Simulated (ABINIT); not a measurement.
# CsAuBr3 (I4/mmm): G0W0 with ABINIT, start to end, part 3 of 3

Wanted: ground state, empty states, screening and self-energy for CsAuBr3 (I4/mmm).

ABINIT 10.8.3; LDA and many-body steps on it, plane waves. Known limits of the many-body steps: not at the basis limit; d shell near the gap, gap tends to lie low; no spin-orbit coupling; coarse k mesh.

So far. Step 4 (Empty states on the mesh, 2×2×2 mesh, 250 bands): On this mesh the gap is 0.950 eV. The earlier step found 0.894 eV, so this mesh misses an edge. Step 5 (Screening, 2×2×2 mesh, 228 bands, screening to 95.2 eV): Local fields lower ε∞ by 18 %. On a Γ-centred mesh this coarse the value itself is usually too large, while a short band sum pulls it down.

### 6. Self-energy, 2×2×2 mesh, 228 bands, screening to 95.2 eV

The self-energy is evaluated for the states that the input lists, and the levels follow from it, in one-shot runs by the linearised quasiparticle equation.

This step: G0W0 on LDA, plane waves, norm-conserving pseudopotentials.

Input file run.abi:

```
acell 3*1.0 Angstrom
rprim 
  -3.879600000000 3.879600000000 5.653950000000
  3.879600000000 -3.879600000000 5.653950000000
  3.879600000000 3.879600000000 -5.653950000000
ntypat 3
znucl 55 79 35
natom 10
typat 1 1 2 2 3 3 3 3 3 3
xred 
  0.750000000000 0.250000000000 0.500000000000
  0.250000000000 0.750000000000 0.500000000000
  0.000000000000 0.000000000000 0.000000000000
  0.500000000000 0.500000000000 0.000000000000
  0.222000000000 0.222000000000 0.444000000000
  0.222000000000 0.778000000000 0.000000000000
  0.778000000000 0.778000000000 0.556000000000
  0.778000000000 0.222000000000 0.000000000000
  0.712200000000 0.712200000000 0.000000000000
  0.287800000000 0.287800000000 0.000000000000
pp_dirpath "pseudos"
pseudos "Cs.upf, Au.upf, Br.upf"
ecut 28
ngkpt 2 2 2
nshiftk 1
shiftk 0 0 0
kptopt 1
chksymbreak 0
istwfk *1
occopt 1
irdwfk 1
optdriver 4
nband 228
gwcalctyp 0
ecutsigx 28
symsigma 1
nkptgw 2
kptgw 
  0.5000000000 0.0000000000 0.0000000000
  0.0000000000 0.0000000000 0.0000000000
bdgw 
  48 51
  48 51
ecuteps 3.5
irdscr 1
ppmodel 1
indata_prefix "in"
outdata_prefix "out"
tmpdata_prefix "tmp"
```

On the command line:

```console
OMP_NUM_THREADS=1 mpirun -n 4 abinit run.abi > log
```

Numbers of over 12 decimals in the logs are rounded to 6 here.

What it wrote:

```text
.Version 10.8.3 of ABINIT. v10.8.2 released Aug 2026.

 Symmetries : space group I4/m m m (#139); Bravais tI (body-center tetrag.)
[... echo of the input left out ...]
== DATASET  1 ==================================================================
-   mpi_nproc: 4, omp_nthreads: 1 (-1 if OMP is not activated)

--- !DatasetInfo
iteration_state: {dtset: 1, }
dimensions: {natom: 10, nkpt: 4, mband: 228, nsppol: 1, nspinor: 1, nspden: 1, mpw: 16300, }
cutoff_energies: {ecut:  28.0, pawecutdg:  -1.0, }
electrons: {nelect:   9.80000000E+01, charge:   0.00000000E+00, occopt:   1.00000000E+00, tsmear:   1.00000000E-02, }

 SIGMA: Calculation of the GW corrections

 Based on a program developped by R.W. Godby, V. Olevano, G. Onida, and L. Reining.
 Incorporated in ABINIT by V. Olevano, G.-M. Rignanese, and M. Torrent.
.Using double precision arithmetic ; gwpc =  8

[... cell and pseudopotentials left out ...]
--------------------------------------------------------------------------------

 ==== K-mesh for the wavefunctions ====
 Number of points in the irreducible wedge :     4
[... list of points left out ...]
 Together with 16 symmetry operations and time-reversal symmetry
 yields     8 points in the full Brillouin Zone.

 ==== Q-mesh for screening function ====
 Number of points in the irreducible wedge :     4
[... list of points left out ...]
 Together with 16 symmetry operations and time-reversal symmetry
 yields     8 points in the full Brillouin Zone.

 vcoul_init : cutoff-mode = AUXILIARY_FUNCTION
 q-points for optical limit:   1
     1)      0.000010    0.000020    0.000030
 setmesh: FFT mesh size selected  =   120x  120x  120
          total number of points  =      1728000

 Number of electrons calculated from density =   98.0000; Expected =   98.0000
 average of density, n =  0.042662
 r_s =    1.7754
 omega_plasma =   19.9240 [eV]

 === KS Band Gaps ===
  >>>> For spin  1
   Minimum direct gap =   0.9500 [eV], located at k-point      :   0.5000  0.0000  0.0000
   Fundamental gap    =   0.9500 [eV], Top of valence bands at :   0.5000  0.0000  0.0000
                                       Bottom of conduction at :   0.5000  0.0000  0.0000
 SIGMA fundamental parameters:
 PLASMON POLE MODEL  1
 number of plane-waves for SigmaX                16297
 number of plane-waves for SigmaC and W            725
 number of plane-waves for wavefunctions         16297
 number of bands                                   228
 number of independent spin polarizations            1
 number of spinorial components                      1
 number of k-points in IBZ                           4
 number of q-points in IBZ                           4
 number of symmetry operations                      16
 number of k-points in BZ                            8
 number of q-points in BZ                            8
 number of frequencies for dSigma/dE                 9
 frequency step for dSigma/dE [eV]                0.25
 number of omega for Sigma on real axis              0
 max omega for Sigma on real axis  [eV]           0.00
 zcut for avoiding poles [eV]                     0.10

 EPSILON^-1 parameters (SCR file):
 dimension of the eps^-1 matrix on file            725
 dimension of the eps^-1 matrix used               725
 number of plane-waves for wavefunctions         16297
 number of bands                                   228
 number of q-points in IBZ                           4
 number of frequencies                               2
 number of real frequencies                          1
 number of imag frequencies                          1

 matrix elements of self-energy operator (all in [eV])

 Perturbative Calculation

--- !SelfEnergy_ee
iteration_state: {dtset: 1, }
kpoint     : [   0.500,    0.000,    0.000, ]
spin       : 1
KS_gap     :    0.950
QP_gap     :    1.701
Delta_QP_KS:    0.751
data: !SigmaeeData |
     Band     E0 <VxcDFT>   SigX SigC(E0)      Z dSigC/dE  Sig(E)    E-E0       E
       48   1.429 -15.325 -18.836   3.467   0.750  -0.333 -15.357  -0.033   1.396
       49   1.889 -16.374 -18.623   2.695   0.778  -0.285 -16.027   0.347   2.236
       50   2.839 -16.176 -13.583  -1.189   0.782  -0.278 -15.078   1.098   3.938
       51   5.551 -12.920  -8.471  -2.838   0.807  -0.239 -11.621   1.300   6.851

--- !SelfEnergy_ee
iteration_state: {dtset: 1, }
kpoint     : [   0.000,    0.000,    0.000, ]
spin       : 1
KS_gap     :    2.153
QP_gap     :    3.494
Delta_QP_KS:    1.341
data: !SigmaeeData |
     Band     E0 <VxcDFT>   SigX SigC(E0)      Z dSigC/dE  Sig(E)    E-E0       E
       48   1.569 -14.464 -17.937   3.326   0.765  -0.308 -14.576  -0.112   1.457
       49   1.569 -14.464 -17.937   3.326   0.765  -0.308 -14.576  -0.112   1.457
       50   3.722 -17.770 -15.016  -1.224   0.803  -0.245 -16.541   1.229   4.951
       51   4.837 -14.850 -11.061  -2.190   0.795  -0.259 -13.579   1.270   6.107

== END DATASET(S) ==============================================================
================================================================================

 -outvars: echo values of variables after computation  --------
           etotal      0.0000000000E+00
            nband         228
             nkpt           4
          spgroup         139
 [... the other variables as echoed above ...]

 Calculation completed.
```

Elapsed: 74 s, on 4 MPI ranks of Arm Neoverse V2, shared host; peak memory 8.4 GiB.

Numbers from this step:

| Quantity | Value |
| --- | --- |
| G0W0 gap on the points computed | 1.702 eV |
| starting gap on the mesh | 0.9502 eV |
| k of the valence top | 0.5, 0, 0 |
| k of the conduction bottom | 0.5, 0, 0 |
| Z at the valence top | 0.778 |
| Z at the conduction bottom | 0.782 |
| least direct G0W0 gap on the computed points | 1.702 eV |

The gap on the mesh goes from 0.95 eV to 1.70 eV, a correction of +0.75 eV. The start differs from the 0.89 eV found before because the two sample other k points.

Limits: finite bands, cutoff and mesh; d shell near the gap, gap tends to lie low; no spin-orbit coupling; coarse k mesh. v1 is the top filled band, c1 the lowest empty one. The levels before and after the correction (eV, zero at the valence-band top of each column):

```
           conduction bottom  valence top
Kohn-Sham               0.95         0.00
     G0W0               1.70         0.00
```

```
                  level  energy (eV)
Kohn-Sham  (0.5 0 0) v2       -0.460
Kohn-Sham  (0.5 0 0) v1        0.000
Kohn-Sham  (0.5 0 0) c1        0.950
Kohn-Sham  (0.5 0 0) c2        3.662
     G0W0  (0.5 0 0) v2       -0.840
     G0W0  (0.5 0 0) v1        0.000
     G0W0  (0.5 0 0) c1        1.702
     G0W0  (0.5 0 0) c2        4.615
```

### 7. Where the time went

Times are wall times on 4 MPI ranks of Arm Neoverse V2, shared host, good to a factor of about two.

| step | time | share | memory (GiB) |
| --- | --- | --- | --- |
| ground state | 4.6 min | 20 % | 0.78 |
| bands along the symmetry lines | 5.6 min | 25 % | 0.86 |
| empty states on the mesh | 3.9 min | 18 % | 0.77 |
| screening | 7.1 min | 32 % | 11 |
| self-energy | 74 s | 6 % | 8.4 |

### 8. Summary of results

- LDA gap: 0.88 eV, direct
- G0W0 gap on the mesh: 1.70 eV
- G0W0 gap over the zone (rigid shift): 1.64 eV
- GW settings: 2×2×2 mesh, 228 bands, screening to 95.2 eV, Godby-Needs plasmon pole
- known limits: not at the basis limit; d shell near the gap, gap tends to lie low; no spin-orbit coupling; coarse k mesh

What this shows: G0W0 moves the gap on the mesh from 0.95 eV to 1.70 eV (+0.75 eV), with Z of 0.78 and 0.78 at the edges. The mesh misses the band edges by 0.07 eV in all; a rigid shift gives 1.64 eV for the zone. Local fields lower the RPA ε∞ on this mesh from 25.75 to 21.22; a Γ-centred mesh this coarse tends to raise both, most where the direct gap is narrow, while a short band sum lowers them. Only 2 of the mesh's irreducible points were corrected, so a valley elsewhere could overtake. Bands and cutoff are finite, so the gap is not at the basis limit. The miss can reach some tenths of an eV and take either sign; the mesh is an error of its own. In the G0W0 run levels were corrected at 2 k points alone, so a gap called «on the mesh» is the least over those, and an edge elsewhere would be missed. A denser mesh or path gives a starting gap of 0.88 eV: the GW mesh misses a band edge, so its gaps are not the fundamental one. The 2×2×2 mesh is coarse for this cell, which bears on the long-range parts of exchange and screening. A d shell, filled or nearly so, lies near the gap. One-shot GW converges very slowly in bands there, not always from below, and on a semilocal start the gap tends to come out low; starts rich in exact exchange can overshoot instead. The many-body steps are scalar-relativistic: spin-orbit coupling is not in them.

[Paths, hosts, dates, memory and timing lines, banners, echoed tables and standing remarks are left out of the program output.]

[Logs are printed without paths, hosts, clocks, repeated set-up lines and the standing remarks that a program may print on its own settings, such as how far it seeks lower states.]

[Runs of the session that timed out or met a known fault of the program may be left out.]

[Hosts, paths, dates, database ids (printed as entryN), source tags and the programs' standing remarks are cut or masked in the printed files.]

[G0W0 gaps are taken among the corrected bands and points alone; a level outside them can change the order at an edge.]

[Where Ansatz stands beside ABINIT at settings called matched, ABINIT's density can come from a denser mesh and the files from another edition; pairs whose starting gaps differed by over 0.03 eV were left out, so agreement reads better than it is.]
